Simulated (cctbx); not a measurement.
## What is wrong with this refinement?

Cell a = 10.3320 Å, b = 4.2450 Å, c = 13.4910 Å, α = 90.00°, β = 110.86°, γ = 90.00°; space group C2/m (no. 12).

Simulated single-crystal data (cctbx): synchrotron X-rays, λ = 0.4959 Å, to d = 0.65 Å, 95 % of the full sphere, strongest reflection 5000 counts, noise from counting, a 6 % proportional error and a noise floor of 15 counts (s.d.); no absorption.

An isotropic refinement with weights 1/σ² prints:

```text
Rint 0.080, 1179 unique reflections to 0.65 A
cycle     R1     wR2    GooF  max shift (A)
   1  0.0690  0.1536   1.933   0.24969
   8  0.0335  0.0738   0.928   0.00032
final R1 0.0335 wR2 0.0738 GooF 0.928  parameters 25  data/parameter 47.2
atom        x        y        z      Ueq    occ   su(xyz)  su(Uiso or U11)
Yb1    0.75085  0.00000  0.22993   0.0035  1.000  0.00006  0.0001
Yb2    0.97016  0.50000  0.62273   0.0030  1.000  0.00006  0.0001
Er1    0.09800  0.50000  0.92191   0.0029  1.000  0.00006  0.0001
Ni1    0.25103  0.50000  0.59845   0.0040  1.000  0.00018  0.0003
Si1    0.95599  0.00000  0.76539   0.0051  1.000  0.00041  0.0006
Si2    0.86649  0.00000  0.45597   0.0069  1.000  0.00043  0.0007
Si3    0.38376  0.50000  0.92392   0.0055  1.000  0.00041  0.0006
Si4    0.49530  0.75034  0.08429   1.0000  1.000  0.03043  0.2500
difference map: max 5.82 min -5.96 rms 1.29
Q1    0.0441  0.5000  0.9589    4    6.11  0.87 A from Er1
Q2    0.2217  0.5000  0.7755    4    5.10  2.10 A from Si3
Q3    0.0074  0.5000  0.6496    4    4.93  0.42 A from Yb2
Q4    0.1420  0.1092  0.6666    8    4.89  1.51 A from Yb1
Q5    0.1978  0.5000  0.3489    4    4.86  1.82 A from Si2
Q6    0.0389  0.5000  0.5022    4    4.71  1.65 A from Yb2
```

Q: Accept it or mend it, and why?

Mend it. The fault: spurious atom: Si4. Against the right model at the same level, R1 goes from 0.0334 to 0.0335 and GooF from 0.92 to 0.93 and Si4 takes U = the program's ceiling. A site with no density behind it hides by a very large U or drifts.

The compound is Yb2ErSi3Ni. The right model at the same level gives:

```text
Rint 0.080, 1179 unique reflections to 0.65 A
cycle     R1     wR2    GooF  max shift (A)
   1  0.2356  0.4457   5.599   0.08514
   2  0.0334  0.0736   0.924   0.00002
final R1 0.0334 wR2 0.0736 GooF 0.924  parameters 21  data/parameter 56.1
atom        x        y        z      Ueq    occ   su(xyz)  su(Uiso or U11)
Yb1    0.75085  0.00000  0.22993   0.0035  1.000  0.00006  0.0001
Yb2    0.97016  0.50000  0.62273   0.0030  1.000  0.00006  0.0001
Er1    0.09800  0.50000  0.92191   0.0029  1.000  0.00006  0.0001
Ni1    0.25103  0.50000  0.59846   0.0041  1.000  0.00018  0.0003
Si1    0.95599  0.00000  0.76539   0.0051  1.000  0.00041  0.0006
Si2    0.86649  0.00000  0.45596   0.0069  1.000  0.00042  0.0007
Si3    0.38378  0.50000  0.92390   0.0055  1.000  0.00041  0.0006
difference map: max 6.44 min -5.87 rms 1.28
Q1    0.0437  0.5000  0.9588    4    6.74  0.87 A from Er1
Q2    0.2217  0.5000  0.7755    4    4.92  2.10 A from Si3
Q3    0.1103  0.5000  0.0857    4    4.81  1.97 A from Yb1
Q4    0.0075  0.5000  0.6496    4    4.77  0.42 A from Yb2
Q5    0.1420  0.1092  0.6666    8    4.76  1.51 A from Yb1
Q6    0.1979  0.5000  0.3489    4    4.72  1.82 A from Si2
```

The model was made for the exercise: a known structure type with other elements put in, its volume estimated, not relaxed; displacement parameters are assumed.

[Middle refinement cycles are left out of these outputs.]

[Logs are printed without paths, hosts, clocks, repeated set-up lines and the standing remarks that a program may print on its own settings, such as how far it seeks lower states.]
